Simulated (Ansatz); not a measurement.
# Free carriers and the phonons of KTaO3 (Pm-3m)

Aim: how far do free carriers move the optical modes of KTaO3 (Pm-3m)?

Program: Ansatz 0.2.0. Level of theory: DFT LDA, scalar-relativistic, plane waves, PAW; PAW set soft_1. Results are calculated unless marked as measured.

This is a report of a sequence of runs, with most program output left out.

### 1. The starting structure

The structure is cubic, space group Pm-3m (No. 221). The conventional cell has a = 3.988 Å, b = 3.988 Å, c = 3.988 Å, α = 90.00°, β = 90.00°, γ = 90.00°. Nearest to O lie 2 Ta at 1.99 Å and 4 K at 2.82 Å. Nearest to K lie 12 O at 2.82 Å. Ta has 6 O at 1.99 Å nearest. Farther neighbours and most contacts between anions are not listed.

### 2. Bringing the structure to rest

The cell and atoms are relaxed, since residual forces and stress would shift the frequencies.

File input.yaml:

```yaml
crystal:
  lattice:
    - [3.9883, 0.0, 0.0]
    - [0.0, 3.9883, 0.0]
    - [0.0, 0.0, 3.9883]
  atoms:
    - { symbol: O, position: [0.5, 0.0, 0.0] }
    - { symbol: O, position: [0.0, 0.5, 0.0] }
    - { symbol: O, position: [0.0, 0.0, 0.5] }
    - { symbol: K, position: [0.5, 0.5, 0.5] }
    - { symbol: Ta, position: [0.0, 0.0, 0.0] }
kpoints:
  mp_grid: { grid: [8, 8, 8] }
hamiltonian:
  xc: lda
  pseudopotentials: { kind: paw, azcp: { folder: soft_1 }, xc_functional: pbe }
scf:
  occupations: { method: gaussian, width: 0.02 }
output:
  forces: true
  stress: true
  eigenvalues: true
  write_density: true
  write_potential: true
  elf: true
  volumetric_format: npy
relax:
  adjacent_minimum: "off"
  f_tol: 0.005
  max_steps: 80
  cell: { stress_tol: 0.05 }
```

The run is started by

```bash
ansatz run input.yaml --threads 4 --pin off --max-ram 16384MiB --backend cpu --events-out ev --progress --plain --runs-dir out
```

Elapsed: 6.4 s, on 4 threads of Arm Neoverse V2, shared host; peak memory 0.39 GiB; 23 s of CPU time.

The steps of the relaxation:

```tsv
step	energy less that of the first step (eV)	largest force component (eV/Å)	pressure (GPa)	volume (Å³)
1	0.0000	0.0000	-5.75	63.44
2	-0.0355	0.0000	1.63	61.29
3	-0.0364	0.0000	-0.07	61.75
4	-0.0364	0.0000	0.00	61.73
5*	-0.0322	0.0000	-0.13	61.73
6	-0.0323	0.0000	0.00	61.69
7*	-0.0323	0.0000	0.00	61.69
```

Relaxation steps marked * repeat the geometry before them on a plane-wave basis chosen anew for their cell, so energy and pressure can jump there.

The run keeps the 48 symmetry operations that it works with, so distortions that break them were not tested.

```tsv
conventional cell, symmetrised	before	after	change
a (Å)	3.988	3.951	-0.9 %
b (Å)	3.988	3.951	-0.9 %
c (Å)	3.988	3.951	-0.9 %
volume (Å³/atom)	12.69	12.34	-2.8 %
```

Final coordinates:

```xyz
5
Lattice="3.9514 0.0000 0.0000 0.0000 3.9514 0.0000 0.0000 0.0000 3.9514" Properties=species:S:1:pos:R:3 pbc="T T T"
O     1.9757    0.0000    0.0000
O     0.0000    1.9757    0.0000
O     0.0000    0.0000    1.9757
K     1.9757    1.9757    1.9757
Ta    0.0000    0.0000    0.0000
```

This step gave:

```
pressure          : -0.001634 GPa
gap on the k-mesh : 2.138 eV
volume per atom   : 12.34 Å³
```

ELF in the ac plane at fractional y = 0.000, with atoms of O and Ta within 0.2 Å of it. It is the smooth field of the valence electrons, not physical close to the nuclei.

Values, 14 rows by 14 columns, each cell a mean:
```
0.35 0.62 0.69 0.32 0.49 0.80 0.67 0.54 0.72 0.75 0.36 0.43 0.74 0.54
0.72 0.74 0.53 0.21 0.42 0.78 0.80 0.78 0.80 0.70 0.30 0.28 0.64 0.74
0.48 0.40 0.21 0.11 0.26 0.57 0.71 0.74 0.69 0.48 0.19 0.12 0.28 0.43
0.39 0.35 0.27 0.15 0.12 0.24 0.40 0.46 0.37 0.19 0.11 0.19 0.30 0.36
0.76 0.75 0.65 0.39 0.13 0.07 0.10 0.13 0.09 0.07 0.19 0.48 0.70 0.75
0.63 0.75 0.79 0.62 0.26 0.05 0.02 0.02 0.02 0.09 0.37 0.69 0.80 0.72
0.34 0.62 0.80 0.69 0.35 0.06 0.02 0.01 0.02 0.13 0.46 0.74 0.78 0.54
0.55 0.72 0.80 0.65 0.29 0.05 0.02 0.02 0.02 0.10 0.40 0.71 0.80 0.67
0.78 0.80 0.73 0.48 0.17 0.05 0.05 0.06 0.05 0.07 0.24 0.57 0.78 0.80
0.51 0.48 0.38 0.21 0.11 0.17 0.29 0.35 0.26 0.13 0.12 0.26 0.42 0.49
0.36 0.30 0.17 0.10 0.21 0.48 0.65 0.69 0.62 0.39 0.15 0.11 0.21 0.32
0.71 0.67 0.42 0.17 0.38 0.73 0.80 0.80 0.79 0.65 0.27 0.21 0.53 0.69
0.47 0.67 0.67 0.30 0.48 0.80 0.72 0.62 0.75 0.75 0.35 0.40 0.74 0.62
0.10 0.47 0.71 0.36 0.51 0.78 0.55 0.34 0.63 0.76 0.39 0.48 0.72 0.35
```
Columns run along a (4.0 Å), rows up along c (4.0 Å). Atoms in or near the plane, at fractional coordinates: O at (0.50, 0.00), O at (0.00, 0.50), Ta at (0.00, 0.00).

Valence density in the ac plane at fractional y = 0.000, with atoms of O and Ta within 0.2 Å of it. It is the smooth field of the valence electrons, not physical close to the nuclei.

Ten even steps from '_' (0.0 e/Å³) to '@' (8.0 e/Å³), each cell a mean:
```
++++--....::**##++::....==++
====..____..::--::..____::==
::..______________________..
..________________________..
::..____________________..::
**==..__________________::++
@@**::__________________--##
##++..__________________::**
--::..__________________..::
....______________________..
....______________________..
==--..____....::..______..--
++++--....::++**==..__..==++
==++==....--##@@**::..::==++
```
Columns run along a (4.0 Å), rows up along c (4.0 Å). Atoms in or near the plane, at fractional coordinates: O at (0.50, 0.00), O at (0.00, 0.50), Ta at (0.00, 0.00).

Electrostatic potential energy in the ac plane at fractional y = 0.000, with atoms of O and Ta within 0.2 Å of it. With pseudopotentials it is smooth inside the atoms' cores, unlike the true potential.

Ten even steps from '0' (-52 eV) to '9' (14 eV), each cell a mean:
```
00267532367510
12478755688631
45789999999865
77899999999987
56999999999986
34799999999963
13699999999952
23799999999953
45899999999975
78899999999987
56789999999876
23578876798742
00368533467520
00257421357410
```
Columns run along a (4.0 Å; values clipped at the 3rd and 97th percentile), rows up along c (4.0 Å). Atoms in or near the plane, at fractional coordinates: O at (0.50, 0.00), O at (0.00, 0.50), Ta at (0.00, 0.00).

In this step the volume went from 12.69 to 12.34 Å³/atom.

### 3. Tight relaxation

Phonons need small forces and stress, so the relaxation is finished with tight tolerances on 8×8×8 k points.

input.yaml, the sections that differ from step 2:

```yaml
crystal:
  lattice:
    - [3.951356403, 0.0, 0.0]
    - [0.0, 3.951356403, 0.0]
    - [0.0, 0.0, 3.951356403]
  atoms:
    - { symbol: O, position: [0.5, 0.0, 0.0] }
    - { symbol: O, position: [0.0, 0.5, 0.0] }
    - { symbol: O, position: [0.0, 0.0, 0.5] }
    - { symbol: K, position: [0.5, 0.5, 0.5] }
    - { symbol: Ta, position: [0.0, 0.0, 0.0] }
scf:
  occupations: { method: fixed }
output:
  forces: true
  stress: true
  eigenvalues: true
relax:
  adjacent_minimum: "off"
  f_tol: 0.001
  max_steps: 60
  cell: { stress_tol: 0.01 }
# kpoints, hamiltonian: as in step 2
```

It took 2 s on 4 threads; peak memory 0.37 GiB; 7 s of CPU time.

Little changed from the start: no atom moved by 0.005 Å and no cell edge by 0.1 %.

This step gave:

* pressure: -0.001598 GPa

The forces vanish by symmetry and the pressure is -0.002 GPa, within the tolerances set. The cell now holds 12.34 Å³/atom.

### 4. Ground state of a member: no carriers

The cell of the neutral crystal is kept with no carriers. The bands are sampled on 22×22×22 points with Fermi-Dirac filling of 0.03 eV.

input.yaml, the sections that differ from step 3:

```yaml
kpoints:
  mp_grid: { grid: [22, 22, 22] }
scf:
  occupations: { method: fermi_dirac, width: 0.03 }
# crystal, hamiltonian, output: as in step 3
# relax: removed
```

It took 9.1 s on 4 threads; peak memory 0.66 GiB.

The forces vanish by symmetry.

### 5. Zone-centre modes of the member: no carriers

The force constants come from the linear response of the density to a displacement.

The zone-centre modes follow for no carriers.

input.yaml: that of step 4 with these lines changed.

```diff
@@ -19,4 +19,4 @@
 output:
-  forces: true
-  stress: true
   eigenvalues: true
+phonons:
+  method: dfpt
```

It took 5.1 min on 4 threads; peak memory 7.4 GiB.

Numbers from this step:

```
sum-rule residual before enforcement                    : 2.04e-5 eV/Å²
point group                                             : m-3m
highest optical mode at the zone centre (no LO-TO term) : 555.6 cm⁻¹
lowest optical zone-centre mode                         : 103.3 cm⁻¹
```

Without the LO-TO term. Patterns of degenerate modes are one choice out of their space. The modes at Γ (shares of kinetic energy by element, %):

```tsv
mode	frequency (cm⁻¹)	symmetry	O %	K %	Ta %
1	0.0	acoustic	18	15	68
2	0.0	acoustic	18	15	68
3	0.0	acoustic	18	15	68
4	103.3	T1u	69	4	27
5	103.3	T1u	69	4	27
6	103.3	T1u	69	4	27
7	181.3	T1u	13	81	5
8	181.3	T1u	13	81	5
9	181.3	T1u	13	81	5
10	248.0	T2u	100	0	0
11	248.0	T2u	100	0	0
12	248.0	T2u	100	0	0
13	555.6	T1u	100	0	0
14	555.6	T1u	100	0	0
15	555.6	T1u	100	0	0
```

Displacements in mode 5 (103.3 cm⁻¹), the largest set to 1:
```
O1   0.00  0.68 -1.00
O2   0.00  0.54 -1.00
O3   0.00  0.68 -0.79
K4   0.00  0.17 -0.25
Ta5  0.00 -0.20  0.30
```

Displacements in mode 10 (248.0 cm⁻¹), the largest set to 1:
```
O1   0.00 -0.35  1.00
O2  -0.08  0.00 -1.00
O3   0.08  0.35  0.00
K4   0.00  0.00  0.00
Ta5  0.00  0.00  0.00
```

Without the LO-TO term the lowest optical mode is real, 103 cm⁻¹, and the highest lies at 555.6 cm⁻¹.

### 6. Ground state of a member: 15 × 10²⁰ holes per cm³

The cell of the neutral crystal is kept with 15 × 10²⁰ holes per cm³, balanced by a uniform background. The bands are sampled on 22×22×22 points with Fermi-Dirac filling of 0.03 eV.

input.yaml: that of step 5 with these lines changed.

```diff
@@ -11,2 +11,3 @@
     - { symbol: Ta, position: [0.0, 0.0, 0.0] }
+total_charge: 0.09254
 kpoints:
@@ -19,4 +20,4 @@
 output:
+  forces: true
+  stress: true
   eigenvalues: true
-phonons:
-  method: dfpt
```

The job ended after 8.3 s (4 threads; peak memory 0.66 GiB; 32 s of CPU time).

The forces vanish by symmetry.

### 7. Zone-centre modes of the member: 15 × 10²⁰ holes per cm³

The zone-centre modes follow for 15 × 10²⁰ holes per cm³.

input.yaml: that of step 6 with these lines changed.

```diff
@@ -20,4 +20,4 @@
 output:
-  forces: true
-  stress: true
   eigenvalues: true
+phonons:
+  method: dfpt
```

Run time: 5.3 min. Hardware: 4 threads; peak memory 7.4 GiB; 20 min of CPU time.

Numbers from this step:

```yaml
sum_rule_residual_before_enforcement: 1.84e-5 eV/Å²
highest_optical_mode_at_the_zone_centre_no_lo_to_term: 552.6 cm⁻¹
lowest_optical_zone_centre_mode: 114.1 cm⁻¹
```

Without the LO-TO term. Patterns of degenerate modes are one choice out of their space. Modes at Γ, with each element's share of the kinetic energy:

```tsv
mode	frequency (cm⁻¹)	symmetry	O %	K %	Ta %
1	0.0	acoustic	18	15	68
2	0.0	acoustic	18	15	68
3	0.0	acoustic	18	15	68
4	114.1	T1u	66	6	28
5	114.1	T1u	66	6	28
6	114.1	T1u	66	6	28
7	184.1	T1u	16	80	4
8	184.1	T1u	16	80	4
9	184.1	T1u	16	80	4
10	248.0	T2u	100	0	0
11	248.0	T2u	100	0	0
12	248.0	T2u	100	0	0
13	552.6	T1u	100	0	0
14	552.6	T1u	100	0	0
15	552.6	T1u	100	0	0
```

Without the LO-TO term the lowest optical mode is real, 114 cm⁻¹, and the highest lies at 552.6 cm⁻¹.

For the lowest optical zone-centre mode, step 5 gave 103 cm⁻¹; this run, with carriers -15 × 10²⁰ cm⁻³, gives 114 cm⁻¹ (+10 %).

### 8. A check on a coarser mesh: 2 × 10²⁰ holes per cm³

To see what the mesh is worth, the run for 2 × 10²⁰ holes per cm³ is repeated on 18×18×18 points.

input.yaml: that of step 7 with these lines changed.

```diff
@@ -11,5 +11,5 @@
     - { symbol: Ta, position: [0.0, 0.0, 0.0] }
-total_charge: 0.09254
+total_charge: 0.012339
 kpoints:
-  mp_grid: { grid: [22, 22, 22] }
+  mp_grid: { grid: [18, 18, 18] }
 hamiltonian:
```

Wall time 3 min (4 threads); peak memory 4.4 GiB; 12 min of CPU time.

Numbers from this step:

| Quantity | Value |
| --- | --- |
| sum-rule residual before enforcement | 1.77e-5 eV/Å² |
| highest optical mode at the zone centre (no LO-TO term) | 555.2 cm⁻¹ |
| lowest optical zone-centre mode | 104.9 cm⁻¹ |

The highest mode comes at 555.2 cm⁻¹, against 555.2 cm⁻¹ on 22×22×22 points.

### 9. A check on a coarser mesh: 10 × 10²⁰ holes per cm³

To see what the mesh is worth, the run for 10 × 10²⁰ holes per cm³ is repeated on 18×18×18 points.

input.yaml: that of step 8 with these lines changed.

```diff
@@ -11,3 +11,3 @@
     - { symbol: Ta, position: [0.0, 0.0, 0.0] }
-total_charge: 0.012339
+total_charge: 0.061693
 kpoints:
```

Run time: 3 min. Hardware: 4 threads; peak memory 4.4 GiB; 12 min of CPU time.

Numbers from this step:

* sum-rule residual before enforcement: 2.10e-5 eV/Å²
* highest optical mode at the zone centre (no LO-TO term): 553.6 cm⁻¹
* lowest optical zone-centre mode: 110.7 cm⁻¹

The highest mode comes at 553.6 cm⁻¹, against 553.6 cm⁻¹ on 22×22×22 points.

### 10. The series together

The members are set side by side, also those not shown above.

Electrons count positive and holes negative; without the LO-TO term; modes are tracked from the neutral crystal by their patterns, and those within 0.3 cm⁻¹ of each other stand once; the cell of the neutral crystal is kept and the atoms are relaxed where symmetry leaves them free; all runs use 22×22×22 k points and Fermi-Dirac smearing of 0.03 eV. Optical modes along the series:

```tsv
carriers (10²⁰ cm⁻³)	mode 4 T1u (cm⁻¹)	mode 7 T1u (cm⁻¹)	mode 10 T2u (cm⁻¹)	mode 13 T1u (cm⁻¹)
-15	114.1	184.1	248	552.6
-10	110.7	183.2	248.1	553.6
-6	107.9	182.5	248	554.4
-4	106.4	182.1	248	554.8
-2	104.9	181.7	248	555.2
-1	104.1	181.5	248	555.4
0	103.3	181.3	248	555.6
```

### 11. Results

```json
{
 "members": "7",
 "mode that changes most, in cm⁻¹": "mode 4 T1u",
 "its frequency without carriers": "103.34 cm⁻¹",
 "its frequency at -15 × 10²⁰ cm⁻³": "114.14 cm⁻¹"
}
```

What this shows: At 15 × 10²⁰ holes per cm³ the largest change in cm⁻¹ is that of mode 4 T1u, +10.80 cm⁻¹ from 103.34 cm⁻¹. At 2 and 10 × 10²⁰ cm⁻³ the coarser mesh moves the optical modes by up to 0.01 cm⁻¹, a measure of the error left by the mesh there. The response is adiabatic: the carriers follow the ions at once. Where they cannot, as for a zone-centre mode faster than their scattering, measured shifts differ, and line shapes are not given here. The background stands for dopants without their size, scattering or local bonds, and the cell is that of the neutral crystal, although carriers also change the volume at rest, which would shift the modes as well. In a polar crystal the carriers also screen the field of the longitudinal modes, often the largest effect; only modes without that field are treated here. These are harmonic frequencies of a static lattice, with warm electrons: anharmonic shifts, linewidths and thermal expansion are left out. Spin-orbit coupling is left out, which can matter for the heavy elements here. The PAW files were made for PBE; the program adapts parts of them to the functional of the run, but their partial waves stay those of PBE, an approximation that was not tested in this session. Only the zone centre was solved, so an instability at another wavevector cannot show here.

[Logs are printed without paths, hosts, clocks, repeated set-up lines and the standing remarks that a program may print on its own settings, such as how far it seeks lower states.]

[Hosts, paths, dates, database ids (printed as entryN), source tags and the programs' standing remarks are cut or masked in the printed files.]
